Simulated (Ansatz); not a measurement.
# MgI2 monolayer (1T): phonons and vibrational spectra, part 2 of 2

Aim: the phonons of MgI2 monolayer (1T) at a cell relaxed beforehand at this level. After the zone centre comes a 3×3×1 q mesh on a 6×6×1 k mesh.

Ansatz 0.2.0; DFT PBE, scalar-relativistic, plane waves, PAW; PAW set soft_1.

So far. Step 2 (Modes at Γ): Before it was imposed, the acoustic sum rule was missed by 1.2e-5 eV/Å² and the charge sum rule by 0.0021 e. Small misses are needed for a sound result but don't prove that mesh and cutoff are converged. The lowest optical mode is real, 58.5 cm⁻¹.

## Step 3: The dispersion

Stability and thermal properties need the whole zone. Linear response on a 3×3×1 q mesh gives force constants as far as a supercell of that size would, and the tensors from the zone-centre run are typed in so that the long-range dipole term is interpolated apart.

The input, input.yaml:

```yaml
crystal:
  lattice:
    - [4.2063595851, 0.0, 0.0]
    - [-2.1031797926, 3.6428142582, 0.0]
    - [0.0, 0.0, 30.4]
  atoms:
    - { symbol: Mg, position: [0.0, 0.0, 0.3289473684] }
    - { symbol: I, position: [0.3333333333, 0.6666666667, 0.3839872941] }
    - { symbol: I, position: [0.6666666667, 0.3333333333, 0.2739074427] }
  periodic: [true, true, false]
kpoints:
  mp_grid: { grid: [6, 6, 1] }
hamiltonian:
  xc: pbe
  pseudopotentials: { kind: paw, azcp: { folder: soft_1 } }
scf:
  occupations: { method: fixed }
output:
  eigenvalues: true
phonons:
  method: dfpt
  qmesh: [3, 3, 1]
  temperatures: { t_max: 1000, t_step: 50 }
  qpath:
    path:
      - [0.0, 0.0, 0.0]
      - [0.5, 0.0, 0.0]
      - [0.33333333, 0.33333333, 0.0]
      - [0.0, 0.0, 0.0]
    npoints: 10
  isolated: true
  non_analytic_term:
    high_frequency_dielectric_tensor: [[1.7619, 0.0, 0.0], [0.0, 1.7619, 0.0], [0.0, 0.0, 1.1705]]
    born_effective_charges:
      - { species: Mg, tensor: [[2.5293, 0.0, 0.0], [0.0, 2.5293, 0.0], [0.0, 0.0, 0.4123]] }
      - { species: I, tensor: [[-1.2647, 0.0, 0.0], [0.0, -1.2647, 0.0], [0.0, 0.0, -0.2062]] }
      - { species: I, tensor: [[-1.2647, 0.0, 0.0], [0.0, -1.2647, 0.0], [0.0, 0.0, -0.2062]] }
    source: "zone-centre run at this cell"
```

The run is started by

```
$ ansatz run input.yaml --threads 4 --pin off --max-ram 16384MiB --backend cpu --events-out ev --progress --plain --runs-dir out
```

Numbers of over 12 decimals in the logs are rounded to 6 here.

What it wrote:

```text
Warning: phonons: the dynamical matrix that this run interpolates holds no multipole term above the dipole-dipole one, and a site of this crystal is no centre of inversion, so its interpolated transverse optical and acoustic branches and sound speeds can stay off near Gamma, and the density of states and the thermodynamics with them. What a run solves at a wave vector of phonons.qpoints, Gamma apart, where the deck admits one, is free of this, and under fd what a larger phonons.supercell samples
[...]
Crystal: 3 atoms, lattice volume = 465.819 Å³
Basis set: ecut = 420 eV, 8975 PW (Γ), exchange–correlation on 60×60×432 points (8 copies of the dense FFT grid, shifted against one another)
Bands: 27, of which v1, the nominal top of the filled ones, is band 22 counted from 1 (21 counted from 0)
Symmetry: 12 space group operations
k-points: 7 of 36 (irreducible under 6 space group operations, time reversal used)
[...]
SCF iter  10: F=-16953.024531 eV  HF=-16953.024531 eV  |F-HF|=7.28e-12  |Δ(HF+E_count)|=  1.24e-10  Δρ=1.69e-8  dr2=9.48e-13  ethr=1.00e-12  ⟨swp⟩=34.7  Hψ=1997  notcnv=0
SCF 1 converged in 10 iterations: F = -16953.024531 eV  dr2 = 9.48e-13
[...]
NSCF: frozen V_eff on 7 k-points
[...]
DFPT response loops at q = (0, 0, 0) (fractional): preconditioner auto → none (the input reference at scf.mixing.eps_inf says where Resta's filter doesn't serve); β = 0.50; Broyden in place of MSR1
[...]
SCF converged after 10 iterations
Free energy (F): -16953.024531 eV
[...]
Internal energy: -16953.024531 eV  (E = F + TS)
E sigma→0 (E₀):  -16953.024531 eV
Fermi energy:    -6.470460 eV
[...]
--- Band table (eV; the first three rows and the last of 7) ---
  k-point 0: bands = [... 18 lower, -6.7389, -6.7389, -6.4705, -6.4705, -2.4810, -1.5637 (-1.5637°), -0.3939 (-0.3994°), -0.3358, ... 1 higher]
  k-point 1: bands = [... 18 lower, -7.1918, -7.0170, -6.9119, -6.5428, -1.8488, -0.9821 (-0.9822°), -0.3129 (-0.3136°), -0.2861, ... 1 higher]
  k-point 2: bands = [... 18 lower, -7.8503, -7.4194, -6.9598, -6.7633, -2.3948, -0.9374, -0.3761 (-0.3761°), 0.5103, ... 1 higher]
  k-point 6: bands = [... 18 lower, -8.7687, -8.2644, -7.1454, -7.1454, -2.0213, 0.0596, 0.0596, 1.4726, ... 1 higher]
  ° read free of the cell's end (the report's vacuum.weakly_bound_levels)
--- Phonons (Γ-DFPT): 6 representative perturbations + reference (Σ response iterations 25) ---
  ASR residual: 6.632e-5 → 0.000e0 eV/Å²; symmetrization residual: 2.910e-5 eV/Å²
[...]
ASR residual per site (eV/Å²): 6.63e-5 1.65e-5 2.26e-5
  Γ frequencies (cm⁻¹): 0.00 0.00 0.00 58.49 58.49 100.75 160.56 160.56 277.49
--- Phonons (arbitrary-q DFPT): 3 irreducible q on the 3×3×1 mesh ---
  q = [0.0000, 0.0000, 0.0000] (star 1, of the zone-centre solve; hermiticity 9.27e-6, symmetrization 1.13e-10, taken by the last average 2.17e-6): -0.00 -0.00 0.00 58.49 58.49 100.75 160.56 160.56 277.49
  q = [0.0000, 0.3333, 0.0000] (star 6, 9 solved perturbations on 21 of 36 k-point pairs; hermiticity 4.00e-6, symmetrization 4.26e-10, taken by the last average 2.95e-6): 38.66 46.69 62.68 70.36 89.79 97.14 159.73 174.50 243.62
  q = [0.3333, 0.3333, 0.0000] (star 2, 6 solved perturbations in 93 linear systems a pass and spin channel, the states on 21 of 36 k-point pairs; hermiticity 6.13e-6, symmetrization 4.26e-7, taken by the last average 4.09e-6): 61.20 66.30 66.30 85.76 85.76 93.81 153.74 198.74 198.74
  sum rule: each row above includes the acoustic sum rule's correction from the zone centre's row sums; it moved no ω² by more than (0.86 cm⁻¹)²
  mesh force constants: q→R imaginary residual 0.00e0; ASR residual 6.632e-5 → 0.000e0 eV/Å²; symmetrization residual 1.776e-15 eV/Å²
  interpolated dispersion: 31 rows × 9 modes
  density of states and harmonic sums: on the 18×18×1 q-mesh, interpolated from the force constants of a 3×3×1 supercell (with the dipole–dipole term of supplied tensors)
  largest difference from the sums on the solved wave vectors: F 9.00e-2 eV, S 1.13e-4 and C_V 2.31e-5 eV/K
  zero-point energy: 0.060796 eV/cell   skipped modes (ω ≤ 0): 6, of them read as no rigid motion or as one in doubt: 3 (5.556e-2 modes/cell left out, lowest -6.35 cm⁻¹)   left out of the sums: 7.20e-3 of the cell's modes: C_V's classical limit lies that fraction below 3 k_B per atom; for a crystal, a wire or a layer, F and S can be off by more, and a phonons.interpolated_qmesh denser along its periods is the remedy for the sampling
```

Wall time 2.5 min (4 threads of Arm Neoverse V1, shared host); peak memory 1.5 GiB.

Numbers from this step:

```
sum-rule residual before enforcement                    : 6.63e-5 eV/Å²
lowest frequency on the path                            : -6.119 cm⁻¹
highest frequency on the path or at a solved wavevector : 277.5 cm⁻¹
lowest mode on the q mesh (acoustic modes at Γ apart)   : 38.66 cm⁻¹
```

Frequencies (cm⁻¹) solved at each irreducible wavevector; negative means imaginary. Frequencies by wavevector, by row:

```tsv
q in reciprocal lattice units	star	mode 1	mode 2	mode 3	mode 4	mode 5	mode 6	mode 7	mode 8	mode 9
0 0 0	1	0	0	0	58.5	58.5	100.8	160.6	160.6	277.5
0 0.3333 0	6	38.7	46.7	62.7	70.4	89.8	97.1	159.7	174.5	243.6
0.3333 0.3333 0	2	61.2	66.3	66.3	85.8	85.8	93.8	153.7	198.7	198.7
```

Interpolated from a 3×3×1 q mesh, with the LO-TO term (at Γ the limit along the path; where Γ stands inside the path, tables give the limit on arrival). Phonon branches along the path, in cm⁻¹:

```tsv
point	branch 1	branch 2	branch 3	branch 4	branch 5	branch 6	branch 7	branch 8	branch 9
Γ	0	0	0	58	58	101	161	161	278
halfway	24	38	60	62	84	97	163	205	240
M	58	60	60	72	87	103	143	154	253
halfway	58	66	68	71	87	99	148	169	235
K	61	66	66	86	86	94	154	199	199
halfway	30	46	64	68	83	96	159	209	228
Γ	0	0	0	58	58	101	161	161	278
```

The phonon branches as a text plot (rows in cm⁻¹):

```
    272 |***                                                 ****
    260 |   **                                             **
    248 |     **      ************                       **
    236 |       ******            **
    224 |   ******                  **         **************
    213 | **                          **   ****     **       ***
    201 |         **                    ***       **
    189 |           **                ***  *******
    177 |                           **
    165 |***************        ****                  ***********
    153 |             **********   *******************
    142 |                 *********
    130 |
    118 |
    106 |***              *********                          ****
     94 |   ****************       **************************
     83 |       ******      *****************************
     71 |   ****    **********************************   ****
     59 |********************************************************
     47 |       **  ******                     ***  **   **
     35 |     ********                            *******  **
     23 |   ****  **                                  *******
     12 | ****  **                                       **  ***
      0 |*******                                           ******
         Γ                   M           K                      Γ
```

Tetrahedra on a 18×18×1 mesh, mean over bins of 5 cm-1. Interpolated from a 3×3×1 q mesh. Phonon density of states against wavenumber; read off at these points:

wavenumber (cm⁻¹), phonon density of states (1/cm⁻¹/cell) and a bar:
```
       -8      0.006 #
        8      0.008 #
       18      0.015 ###
       32      0.027 #####
       48      0.047 ########
       62      0.142 ##########################
       68      0.160 #############################
       72      0.100 ##################
       88      0.103 ###################
       98      0.165 ##############################
      102      0.032 ######
      112      0.000 
      128      0.000 
      142      0.009 ##
      148      0.062 ###########
      158      0.045 ########
      162      0.074 #############
      168      0.013 ##
      182      0.018 ###
      198      0.010 ##
      208      0.009 ##
      222      0.029 #####
      238      0.039 #######
      252      0.012 ##
      262      0.003 #
      278      0.000
```

The partial phonon density of states has structure finer than the step of the table below, so its rows give means over 10 cm⁻¹, whole bins alone (the curve runs from -17.8 to 296 cm⁻¹). Peaks (cm⁻¹: height): I 67.0: 0.153, 86.8: 0.0843, 96.6: 0.128; Mg 153.8: 0.0455, 161.7: 0.0579, 187.3: 0.0349, 205.1: 0.0185, 228.8: 0.0363, 244.5: 0.0323.

Phonopy on the run's constants, 15x15x1 mesh, Gaussian sigma 2.2 cm-1. Interpolated from a 3×3×1 q mesh. The partial phonon density of states by wavenumber; means over each step; values in 1/cm⁻¹/cell:

```tsv
wavenumber (cm⁻¹)	I	Mg
-10	0.00566	5.2e-4
0	0.00332	3.1e-4
10	0.00878	8.1e-4
20	0.0153	0.00141
30	0.0226	0.00204
40	0.0321	0.00281
50	0.0522	0.00428
60	0.114	0.00528
70	0.121	0.00362
80	0.0497	0.00231
90	0.0666	0.00297
100	0.0799	2.5e-4
110	0.00212	3.9e-6
120	0	0
130	9.0e-7	6.4e-6
140	0.00188	0.00935
150	0.00662	0.0421
160	0.00490	0.0462
170	0.00231	0.0228
180	0.00140	0.0147
190	0.00200	0.0221
200	0.00125	0.0146
210	8.0e-4	0.0107
220	5.9e-4	0.0100
230	0.00180	0.0293
240	0.00130	0.0221
250	9.1e-4	0.0181
260	5.4e-4	0.00793
270	2.4e-4	0.00254
280	6.8e-5	7.1e-4
290	0	5.0e-7
```

Symmetry leaves 3 wavevectors to solve. The lowest mode among them, the acoustic zeros apart, lies at q = (0, 0.333, 0) and is real, 38.7 cm⁻¹. Between them the interpolated path dips to 6i cm⁻¹.

## Step 4: Another isotope

An isotope changes the mass and not the force constants, so no new electronic calculation is needed; the shifts show which modes move this element.

The same force constants with the mass of Mg changed from 24.305 to 25.983 u (phonopy, no LO-TO term). Both lists are sorted by frequency; levels can cross, so a row need not hold one and the same mode. Modes under 3 cm⁻¹ are left out. Isotope shifts, by row:

```tsv
q	rank	natural mass (cm⁻¹)	changed mass (cm⁻¹)
0 0 0	4	58.49	58.49
0 0 0	5	58.49	58.49
0 0 0	6	100.8	100.8
0 0 0	7	160.6	155.8
0 0 0	8	160.6	155.8
0 0 0	9	277.5	269.2
0 0.3333 0	1	38.66	38.53
0 0.3333 0	2	46.69	46.59
0 0.3333 0	3	62.68	62.63
0 0.3333 0	4	70.36	70.26
0 0.3333 0	5	89.79	89.75
0 0.3333 0	6	97.14	97.14
0 0.3333 0	7	159.7	155
0 0.3333 0	8	174.5	169.4
0 0.3333 0	9	243.6	236
0.3333 0.3333 0	1	61.2	60.96
0.3333 0.3333 0	2	66.3	66.23
0.3333 0.3333 0	3	66.3	66.23
0.3333 0.3333 0	4	85.76	85.67
0.3333 0.3333 0	5	85.76	85.67
0.3333 0.3333 0	6	93.81	93.81
0.3333 0.3333 0	7	153.7	149.3
0.3333 0.3333 0	8	198.7	192.6
0.3333 0.3333 0	9	198.7	192.6
```

A mode of this element alone would shift by -3.28 %. The highest zone-centre frequency without the field goes from 277.5 to 269.2 cm⁻¹ (-3.0 %). The product of the frequency ratios over all optical modes at Γ is 0.913; the product rule, (m/m′)^(3k/2) (M′/M)^(3/2) with k = 1 such atoms and M the mass of the cell, gives 0.913.

## Step 5: Summary of results

| Quantity | Value |
| --- | --- |
| space group (within 0.01 Å) | P-3m1 |
| area per atom | 5.11 Å² |
| gap on the k-mesh | 3.66 eV |
| highest optical mode at the zone centre (no LO-TO term) | 277 cm⁻¹ |
| lowest optical zone-centre mode | 58.5 cm⁻¹ |
| largest Born charge (third of the trace) | 1.82 e |
| lowest mode on the q mesh (acoustic modes at Γ apart) | 38.7 cm⁻¹ |
| highest frequency on the path or at a solved wavevector | 278 cm⁻¹ |
| imaginary modes on the 3×3×1 q mesh | none |

In words: No mode is imaginary at the 3 irreducible wavevectors solved, but between them the interpolated path dips to 6.1i cm⁻¹, so stability is not settled. Without the field, the optical modes at Γ span 58 to 277 cm⁻¹. The highest mode in this list at Γ, 277.5 cm⁻¹, is mostly motion of Mg (91 % of the kinetic energy). The strongest infrared line is at 161 cm⁻¹. Averaged over orientations, the strongest Raman line at 532 nm and 300 K is at 101 cm⁻¹. In a sheet or slab the interpolated bending branch near Γ is rough, since the rotational sum rule isn't imposed. Dielectric tensors refer to the cell with its vacuum. Spin-orbit coupling is left out, which can matter for the heavy elements here. The starting cell was built on a prototype and not taken from a measurement. These are harmonic frequencies at zero temperature: anharmonic shifts, linewidths and thermal expansion are left out.

[Logs are printed without paths, hosts, clocks, repeated set-up lines and the standing remarks that a program may print on its own settings, such as how far it seeks lower states.]

[Hosts, paths, dates, database ids (printed as entryN), source tags and the programs' standing remarks are cut or masked in the printed files.]
